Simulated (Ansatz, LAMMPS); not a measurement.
# Which site? a vacancy of Ge in amorphous Ge (61 atoms), part 2 of 3

At which site of amorphous Ge (61 atoms) does a vacancy of Ge cost least, and what about the site decides it?

Ansatz 0.2.0; Kohn-Sham DFT, r2SCAN, PAW (set soft_1), plane waves.

The cell: 61 Ge. The quench rate of 5 K/ps is orders of magnitude faster than experiment. The network of bonds at the start is that of the classical potential that made the cell. The Brillouin zone is sampled at Γ only, in a cell whose shortest periodic width is 11 Å.

So far. Step 2 (Single point at the start): The r.m.s. force at the start is 0.30 eV/Å. Step 3 (Relaxation): The relaxation converged after 8 steps, 1.70 eV below its start, with a largest force component of 0.040 eV/Å.

### 4. Single point at the relaxed geometry

One more single point at the end of the walk gives the fuller output and checks the residual forces.

Contents of input.yaml:

```yaml
crystal:
  lattice:
    - [11.0988, 0.0, 0.0]
    - [0.0, 11.0988, 0.0]
    - [0.0, 0.0, 11.0988]
  atoms:
    - { symbol: Ge, position: [0.05043, 0.76894, 0.14249] }
    - { symbol: Ge, position: [0.42919, 0.83592, 0.58902] }
    - { symbol: Ge, position: [0.52446, 0.40497, 0.97169] }
    - { symbol: Ge, position: [0.34564, 0.18898, 0.71811] }
    - { symbol: Ge, position: [0.45203, 0.1202, 0.14213] }
    - { symbol: Ge, position: [0.92081, 0.93969, 0.19768] }
    [... 49 atom lines left out ...]
    - { symbol: Ge, position: [0.87943, 0.30242, 0.01242] }
    - { symbol: Ge, position: [0.22963, 0.81042, 0.49178] }
    - { symbol: Ge, position: [0.55048, 0.9404, 0.43407] }
    - { symbol: Ge, position: [0.06143, 0.64733, 0.77052] }
    - { symbol: Ge, position: [0.28698, 0.45474, 0.53323] }
    - { symbol: Ge, position: [0.76209, 0.90445, 0.7185] }
kpoints:
  mp_grid: { grid: [1, 1, 1] }
hamiltonian:
  xc: r2scan
  pseudopotentials: { kind: paw, azcp: { folder: soft_1 } }
scf:
  occupations: { method: gaussian, width: 0.025 }
output:
  forces: true
  stress: true
  populations: true
  dos:
    method: { smearing: { sigma: 0.1 } }
    de: 0.1
    projected: { site_lists: { Ge: [Ge] } }
  eigenvalues: true
  write_density: true
  write_potential: true
  volumetric_format: npy
  elf: true
```

Launch:

```sh
ansatz run input.yaml --threads 8 --pin off --max-ram 15872MiB --backend cpu --events-out ev --progress --plain --runs-dir out
```

Numbers of over 12 decimals in the logs are rounded to 6 here.

The log of the run:

```text
[...]
Crystal: 61 atoms, lattice volume = 1367.187 Å³
Basis set: ecut = 500 eV, 34697 PW (Γ), exchange–correlation on 324×324×324 points (64 copies of the dense FFT grid, shifted against one another)
Bands: 513, of which v1, the nominal top of the filled ones, is band 427 counted from 1 (426 counted from 0)
Symmetry: 1 space group operations
[...]
k-points: 1
[...]
SCF iter  14: F=-262461.507404 eV  HF=-262461.507404 eV  |F-HF|=1.37e-8  |Δ(HF+E_count)|=   6.64e-9  Δρ=6.66e-7  dr2=2.03e-8  dr2_τ=7.13e-11  ethr=1.17e-11  ⟨swp⟩=7.0  Hψ=2369  notcnv=0
SCF 1 converged in 14 iterations: F = -262461.507404 eV  dr2 = 2.03e-8
[...]
SCF converged after 14 iterations
Free energy (F): -262461.507404 eV
[...]
Internal energy: -262461.507404 eV  (E = F + TS)
E sigma→0 (E₀):  -262461.507404 eV
Fermi energy:    8.265242 eV
[...]
--- Forces (eV/Å), atoms counted from 1 ---
  atom   1  Ge    -0.00835777     0.02548514    -0.00575353
  atom   2  Ge    -0.00113854    -0.01534459    -0.01773243
  atom   3  Ge    -0.01127869    -0.01203910    -0.01069936
  atom   4  Ge    -0.00881330     0.00844032    -0.00834925
  atom   5  Ge    -0.01198383     0.01517881     0.00324117
  atom   6  Ge     0.03440164    -0.01471341     0.03636626
  atom   7  Ge    -0.00494048     0.00967149     0.00711351
  atom   8  Ge     0.00990782    -0.01330977     0.00057348
  atom   9  Ge     0.00768900    -0.01275880     0.02045194
  atom  10  Ge     0.00556470     0.00298243     0.00715181
  atom  11  Ge     0.00027283    -0.00082728     0.00941791
  atom  12  Ge     0.00152594    -0.00145653    -0.02604326
  atom  13  Ge    -0.00782710     0.00293893    -0.00340928
  atom  14  Ge    -0.02100123    -0.00159866    -0.03676616
[...]
atom  60  Ge     0.01394611    -0.01834653     0.00646990
  atom  61  Ge     0.00533681    -0.00451169     0.00980333
  max |Σ_I F_I| component: 8.09e-6 eV/Å
--- Stress (GPa, compression-positive) ---
        4.367139      -1.048254       0.567122
       -1.048254       2.591869       0.117520
        0.567122       0.117520       0.593862
  P = ⅓ Tr σ = 2.5176 GPa (25.176 kbar)
--- Band table (eV) ---
[...]
--- Löwdin populations: 61 sites ---
  site symbol       q [e]
     0     Ge     13.9598
     1     Ge     13.9861
     2     Ge     13.9650
[...]
60     Ge     13.9805
  spilling = 0.002269 (of n_electrons = 854.000000)
```

Run time: 33 s. Hardware: 8 threads of AMD EPYC 7B13 (Zen 3), shared host; peak memory 4 GiB; 4.1 min of CPU time.

Read from the output:

```yaml
free_energy: -262461.5074 eV
free_energy_per_atom: -4302.6477 eV/atom
scf_cycles: 14
pressure: 2.518 GPa
r_m_s_force_component: 0.01302 eV/Å
longest_force: 0.05595 eV/Å
fermi_energy: 8.265 eV
spacing_of_highest_filled_and_lowest_empty_level: 0.2952 eV
spilling_of_the_projection: 0.002269
```

The mean of these charges, 0.032 e, is only the charge that the projection spills.

Löwdin charges by element and coordination (they lack the spilled electrons, 0.032 e an atom on average):

```csv
element,coordination,atoms,mean charge (e),spread,least,most
Ge,all,61,0.0318,0.026,-0.0233,0.116
Ge,4,57,0.0341,0.0251,-0.0167,0.116
Ge,5,4,-0.0012,0.0138,-0.0233,0.0104
```

Density of states as counts of states in windows of 1 eV (from the Fermi level), total and the larger projections:

```
from (eV)  to (eV)  total  Ge p  Ge s
      -10       -9    8.9   2.7   6.2
       -9       -8   19.0   6.1  12.8
       -8       -7   16.3   6.8   9.4
       -7       -6   12.4   5.9   6.4
       -6       -5   14.0   8.7   5.2
       -5       -4   15.9  13.8   1.9
       -4       -3   25.8  24.0   1.6
       -3       -2   29.9  27.3   2.2
       -2       -1   35.8  33.6   1.8
       -1        0   18.0  16.3   1.3
        0        1   11.6   7.6   3.4
        1        2   23.4  15.7   6.0
        2        3   30.7  21.7   5.7
        3        4   32.3  23.0   4.6
        4        5   32.3  23.2   3.5
```

Between -26 and -10 eV lie 658 more states.

The levels nearest the highest filled one (over half full), pooled over k-points and spins:

```csv
level less the highest filled one (eV),occupation
-0.636,2
-0.578,2
-0.486,2
-0.42,2
-0.158,2
0,2
0.295,0
0.541,0
0.742,0
0.852,0
0.952,0
1.12,0
```

Valence density in the bc plane at fractional x = 0.751, with atoms of Ge within 0.2 Å of it. It is the smooth field of the valence electrons, not physical close to the nuclei.

Values in e/Å³, 13 rows by 16 columns, each cell a mean:
```
 0  0  0  0  0  0  0  0  0  0  7  5  0  0  0  0
 0  0  0  0  0  0  0  0  0  0  0  0  0  0  0  0
 0  0  0  0  0  0  0  0  0  0  0  0  0  0  1  0
 0  0  0  1  1  0  0  0  0  0  2  4  1  1 18  3
 0  0  0  0  0  0  0  0  0  0  5 17  1  0  1  1
 4  0  1  2  1  0  0  0  0  0  0  1  0  0  0  4
11  1  2 15  2  0  0  0  0  0  0  0  0  0  0 10
 0  0  0  1  0  0  0  0  0  0  1  0  0  0  0  0
 0  0  0  0  0  0  0  0  0  0  0  0  0  0  0  0
 0  0  0  0  0  0  0  0  0  1  0  0  0  0  0  0
 0  0  0  0  0  0  0  1 10  8  0  0  0  1  0  0
 0  0  0  0  0  1  1  0  2  2  0  0  0  2  2  0
 0  0  0  0  0  0  0  0  0  0  7  5  0  0  0  0
```
Columns run along b (11.1 Å), rows up along c (11.1 Å). Atoms in or near the plane, at fractional coordinates: Ge at (0.70, 0.66), Ge at (0.21, 0.50), Ge at (0.99, 0.52), Ge at (0.67, 0.99), Ge at (0.55, 0.17), Ge at (0.90, 0.72).

Electrostatic potential energy in the bc plane at fractional x = 0.751, with atoms of Ge within 0.2 Å of it. With pseudopotentials it is smooth inside the atoms' cores, unlike the true potential.

Values in eV, 13 rows by 16 columns, each cell a mean:
```
  9   8  10  11  11  10  11  11  11   2 -12 -11   5  11  11  11
 10  11  11  11  10   7   8  11  10   7   5   7  11  11  11  11
  9  11   9   5   5   2   5  10   9   6   8   9  10   4  -4   1
  7  11   3 -12  -5   7   9  11  11   8  -6  -9   0  -8 -10 -11
  8  10   7  -1   4  10  12  12  12   7 -12 -11  -5   2  -6  -1
 -9   4   0  -8   0  10  12  12  12  10   3   0   7  10   4  -9
-12   0  -9 -11  -9   9  12  12  12  10   4   3   9  11   2 -12
  3   9   5  -2   4  10  12  12  11   7   2   5  10  11  10   4
 12  12  11   9   7   9  11  12  10   1  -4   7  11  12  12  12
 12  12  12  11   9   9  11   9   1   0   6  10  11  11  11  12
 11  12  12  11   7  -3   0   0 -12 -12   3  10   7  -3  -1   9
  9   9  11  11   3 -12  -8   3  -7  -7   3   7   2 -13 -13   5
  6   4   8  10   8   5   7  10   9   1 -11 -11   3   1   2   8
```
Columns run along b (11.1 Å; values clipped at the 3rd and 97th percentile), rows up along c (11.1 Å). Atoms in or near the plane, at fractional coordinates: Ge at (0.70, 0.66), Ge at (0.21, 0.50), Ge at (0.99, 0.52), Ge at (0.67, 0.99), Ge at (0.55, 0.17), Ge at (0.90, 0.72).

The highest filled and lowest empty levels differ by 0.295 eV (at Γ alone); a semilocal functional tends to put such gaps too low. In a disordered cell it changes from sample to sample, and tail or defect levels can set it. Löwdin charges run from -0.02 to +0.12 e, about a mean that is the spilled charge alone. Within 0.4 eV of the Fermi level the largest share is Ge p (80 % of the projected weight).

### 5. Vacancy of Ge, site Ge55

The site has 4 bonded neighbours (Ge4) at 2.52 Å on average, by cutoffs that count no bonds between two metal atoms or like ions. The change is made in the relaxed cell and the atoms are relaxed again.

input.yaml, the sections that differ from step 4:

```yaml
crystal:
  lattice:
    - [11.0988, 0.0, 0.0]
    - [0.0, 11.0988, 0.0]
    - [0.0, 0.0, 11.0988]
  atoms:
    [... atom lines 1 to 51 left out ...]
    - { symbol: Ge, position: [0.28462, 0.97531, 0.14648] }
    - { symbol: Ge, position: [0.31487, 0.22671, 0.49297] }
    - { symbol: Ge, position: [0.76529, 0.55016, 0.16801] }
    - { symbol: Ge, position: [0.87943, 0.30242, 0.01242] }
    - { symbol: Ge, position: [0.22963, 0.81042, 0.49178] }
    - { symbol: Ge, position: [0.55048, 0.9404, 0.43407] }
    - { symbol: Ge, position: [0.06143, 0.64733, 0.77052] }
    [... atom lines 59 to 60 left out ...]
output:
  forces: true
  eigenvalues: true
relax:
  f_tol: 0.05
  max_steps: 90
# kpoints, hamiltonian, scf: as in step 4
```

The log of the run:

```text
[...]
Crystal: 60 atoms, lattice volume = 1367.187 Å³
Basis set: ecut = 500 eV, 34697 PW (Γ), exchange–correlation on 324×324×324 points (64 copies of the dense FFT grid, shifted against one another)
Bands: 504, of which v1, the nominal top of the filled ones, is band 420 counted from 1 (419 counted from 0)
Symmetry: 1 space group operations
[...]
k-points: 1
[...]
SCF iter   1: F=—  HF=-258156.532740 eV  |F-HF|=—  |Δ(HF+E_count)|=         —  Δρ=3.56e-2  dr2=1.63e1  dr2_τ=1.48e-1  ethr=1.94e-3  ⟨swp⟩=1.0  Hψ=2396  notcnv=0
[...]
SCF iter   9: F=—  HF=-258157.830151 eV  |F-HF|=—  |Δ(HF+E_count)|=   1.54e-4  Δρ=6.62e-5  dr2=2.39e-4  dr2_τ=1.10e-6  ethr=1.08e-7  ⟨swp⟩=2.0  Hψ=563  notcnv=0  defer=77
SCF iter  10: F=-258157.830150 eV  HF=-258157.830162 eV  |F-HF|=1.20e-5  |Δ(HF+E_count)|=   1.10e-5  Δρ=2.92e-5  dr2=3.21e-5  dr2_τ=1.62e-7  ethr=7.44e-9  ⟨swp⟩=9.0  Hψ=2290  notcnv=0
SCF 1 converged in 10 iterations: F = -258157.830150 eV  dr2 = 3.21e-5
[...]
relax step   1: F+E_penalty+E_count = -258157.83015023 eV  Δ(F+E_penalty+E_count) = +0.000e0 eV  max|allowed force component| = 9.630e-1 eV/Å  Δτ_max = 0.0000 Å  (10 SCF iters, dr2 threshold 6.25e-5 eV, accepted)
[...]
relax step   2: F+E_penalty+E_count = -258158.37038276 eV  Δ(F+E_penalty+E_count) = -5.402e-1 eV  max|allowed force component| = 4.851e-1 eV/Å  Δτ_max = 0.1943 Å  (8 SCF iters, dr2 threshold 5.80e-5 eV, accepted)
[...]
relax step   3: F+E_penalty+E_count = -258158.54079209 eV  Δ(F+E_penalty+E_count) = -1.704e-1 eV  max|allowed force component| = 4.075e-1 eV/Å  Δτ_max = 0.1946 Å  (8 SCF iters, dr2 threshold 1.47e-5 eV, accepted)
relax step   4: F+E_penalty+E_count = -258158.61673766 eV  Δ(F+E_penalty+E_count) = -7.595e-2 eV  max|allowed force component| = 1.212e-1 eV/Å  Δτ_max = 0.1944 Å  (7 SCF iters, dr2 threshold 4.21e-5 eV, accepted)
relax step   5: F+E_penalty+E_count = -258158.63618013 eV  Δ(F+E_penalty+E_count) = -1.944e-2 eV  max|allowed force component| = 7.950e-2 eV/Å  Δτ_max = 0.0380 Å  (10 SCF iters, accepted)
relax step   6: F+E_penalty+E_count = -258158.64617424 eV  Δ(F+E_penalty+E_count) = -9.994e-3 eV  max|allowed force component| = 6.403e-2 eV/Å  Δτ_max = 0.0390 Å  (10 SCF iters, accepted)
relax step   7: F+E_penalty+E_count = -258158.65294330 eV  Δ(F+E_penalty+E_count) = -6.769e-3 eV  max|allowed force component| = 5.672e-2 eV/Å  Δτ_max = 0.0383 Å  (9 SCF iters, accepted)
relax step   8: F+E_penalty+E_count = -258158.66572926 eV  Δ(F+E_penalty+E_count) = -1.279e-2 eV  max|allowed force component| = 1.167e-1 eV/Å  Δτ_max = 0.0761 Å  (11 SCF iters, accepted)
relax step   9: F+E_penalty+E_count = -258158.70789888 eV  Δ(F+E_penalty+E_count) = -4.217e-2 eV  max|allowed force component| = 2.926e-1 eV/Å  Δτ_max = 0.1913 Å  (9 SCF iters, dr2 threshold 1.07e-5 eV, accepted)
relax step  10: F+E_penalty+E_count = -258158.71508671 eV  Δ(F+E_penalty+E_count) = -7.188e-3 eV  max|allowed force component| = 7.979e-1 eV/Å  Δτ_max = 0.1517 Å  (7 SCF iters, dr2 threshold 8.56e-5 eV, accepted)
relax step  11: F+E_penalty+E_count = -258158.81877436 eV  Δ(F+E_penalty+E_count) = -1.037e-1 eV  max|allowed force component| = 2.153e-1 eV/Å  Δτ_max = 0.0806 Å  (6 SCF iters, dr2 threshold 1.00e-4 eV, accepted)
relax step  12: F+E_penalty+E_count = -258158.85717344 eV  Δ(F+E_penalty+E_count) = -3.840e-2 eV  max|allowed force component| = 2.050e-1 eV/Å  Δτ_max = 0.1610 Å  (9 SCF iters, dr2 threshold 3.38e-6 eV, accepted)
relax step  13: F+E_penalty+E_count = -258158.89268912 eV  Δ(F+E_penalty+E_count) = -3.552e-2 eV  max|allowed force component| = 1.187e-1 eV/Å  Δτ_max = 0.0438 Å  (7 SCF iters, dr2 threshold 3.06e-6 eV, accepted)
relax step  14: F+E_penalty+E_count = -258158.91419702 eV  Δ(F+E_penalty+E_count) = -2.151e-2 eV  max|allowed force component| = 1.384e-1 eV/Å  Δτ_max = 0.0331 Å  (7 SCF iters, dr2 threshold 4.72e-6 eV, accepted)
relax step  15: F+E_penalty+E_count = -258159.07409119 eV  Δ(F+E_penalty+E_count) = -1.599e-1 eV  max|allowed force component| = 7.610e-1 eV/Å  Δτ_max = 0.1951 Å  (9 SCF iters, dr2 threshold 6.42e-6 eV, accepted)
relax step  16: F+E_penalty+E_count = -258159.37229535 eV  Δ(F+E_penalty+E_count) = -2.982e-1 eV  max|allowed force component| = 6.325e-1 eV/Å  Δτ_max = 0.1945 Å  (7 SCF iters, dr2 threshold 1.00e-4 eV, accepted)
relax step  17: F+E_penalty+E_count = -258159.58072709 eV  Δ(F+E_penalty+E_count) = -2.084e-1 eV  max|allowed force component| = 5.639e-1 eV/Å  Δτ_max = 0.1951 Å  (6 SCF iters, dr2 threshold 1.00e-4 eV, accepted)
relax step  18: F+E_penalty+E_count = -258159.56642661 eV  Δ(F+E_penalty+E_count) = +1.430e-2 eV  max|allowed force component| = 7.685e-1 eV/Å  Δτ_max = 0.1664 Å  (6 SCF iters, dr2 threshold 1.00e-4 eV, rejected (line search))
relax step  19: F+E_penalty+E_count = -258159.65784372 eV  Δ(F+E_penalty+E_count) = -7.712e-2 eV  max|allowed force component| = 2.338e-1 eV/Å  Δτ_max = 0.0809 Å  (10 SCF iters, accepted)
relax step  20: F+E_penalty+E_count = -258159.68727165 eV  Δ(F+E_penalty+E_count) = -2.943e-2 eV  max|allowed force component| = 7.180e-2 eV/Å  Δτ_max = 0.1000 Å  (7 SCF iters, dr2 threshold 9.40e-6 eV, accepted)
relax step  21: F+E_penalty+E_count = -258159.69081229 eV  Δ(F+E_penalty+E_count) = -3.541e-3 eV  max|allowed force component| = 5.890e-2 eV/Å  Δτ_max = 0.0275 Å  (8 SCF iters, accepted)
[...]
relax step  22: F+E_penalty+E_count = -258159.69296216 eV  Δ(F+E_penalty+E_count) = -2.150e-3 eV  max|allowed force component| = 3.382e-2 eV/Å  Δτ_max = 0.0243 Å  (8 SCF iters, accepted)
[...]
SCF iter   2: F=-258159.692962 eV  HF=-258159.692962 eV  |F-HF|=6.14e-9  |Δ(HF+E_count)|=   1.10e-8  Δρ=6.46e-7  dr2=6.00e-9  dr2_τ=4.85e-11  ethr=1.88e-12  ⟨swp⟩=3.0  Hψ=950  notcnv=0
SCF 23 converged in 2 iterations: F = -258159.692962 eV  dr2 = 6.00e-9
SCF converged after 2 iterations
Free energy (F): -258159.692962 eV
[...]
Internal energy: -258159.692962 eV  (E = F + TS)
E sigma→0 (E₀):  -258159.692962 eV
Fermi energy:    8.115962 eV
[...]
Σ components = -258159.692962   (vs F -258159.692962, Δ=0.00e0)
--- Forces (eV/Å), atoms counted from 1 ---
  atom   1  Ge     0.00092305    -0.00184243    -0.00409368
  atom   2  Ge    -0.00076153     0.00472512    -0.00173446
  atom   3  Ge     0.00982570    -0.00638038     0.01372097
  atom   4  Ge    -0.00059705    -0.01822265    -0.00919581
[...]
atom  60  Ge     0.00184274    -0.00182207    -0.00070034
  max |Σ_I F_I| component: 9.21e-6 eV/Å
--- Band table (eV) ---
[...]
--- Relaxed structure (22 steps of the walk, 21 accepted, 0 SCFs on fresh bases) ---
  F+E_penalty+E_count = -258159.69296216 eV   max|allowed force component| = 3.382e-2 eV/Å
  atoms:
    - { symbol: Ge, position: [0.038418, 0.769739, 0.141653] }
    - { symbol: Ge, position: [0.417296, 0.843079, 0.598328] }
    - { symbol: Ge, position: [0.539231, 0.407572, 0.981135] }
    - { symbol: Ge, position: [0.275675, 0.140526, 0.682975] }
[...]
- { symbol: Ge, position: [0.768605, 0.916193, 0.735045] }
```

Elapsed: 6.9 min, on 8 threads; peak memory 4.1 GiB; 51 min of CPU time.

The relaxation converged after 22 steps, 1.86 eV below its start, with a largest force component of 0.034 eV/Å.

The surroundings of the place of the removed atom, after relaxation: 10 atoms, nearest first, with positions taken from that point. Atoms keep their numbers of the cell before the removal, where the removed atom was number 55.

| atom | x | y | z | distance (Å) | bonds |
| --- | --- | --- | --- | --- | --- |
| Ge38 | 0.20 | 2.14 | -0.75 | 2.28 | 4 |
| Ge23 | -0.15 | 1.66 | 1.66 | 2.35 | 4 |
| Ge4 | 0.69 | 0.12 | -2.30 | 2.40 | 4 |
| Ge26 | -1.67 | -0.57 | -2.20 | 2.82 | 4 |
| Ge36 | 0.85 | -2.78 | 0.55 | 2.96 | 4 |
| Ge11 | 2.09 | -1.63 | -1.35 | 2.97 | 4 |
| Ge32 | -1.04 | -0.18 | 2.89 | 3.08 | 4 |
| Ge52 | 0.82 | -1.69 | 2.75 | 3.33 | 4 |
| Ge44 | -2.91 | -1.75 | -0.40 | 3.42 | 4 |
| Ge47 | -2.05 | 1.85 | -2.14 | 3.49 | 4 |

The column of bonds counts only the pairs Ge-Ge within 2.83 Å; other neighbours, such as metal atoms beside each other in a compound, aren't counted, and periodic images can show an atom twice.

The largest move is 1.17 Å, by Ge38.

(Continued in part 3 of 3.)

[Logs are printed without paths, hosts, clocks, repeated set-up lines and the standing remarks that a program may print on its own settings, such as how far it seeks lower states.]

[Hosts, paths, dates, database ids (printed as entryN), source tags and the programs' standing remarks are cut or masked in the printed files.]
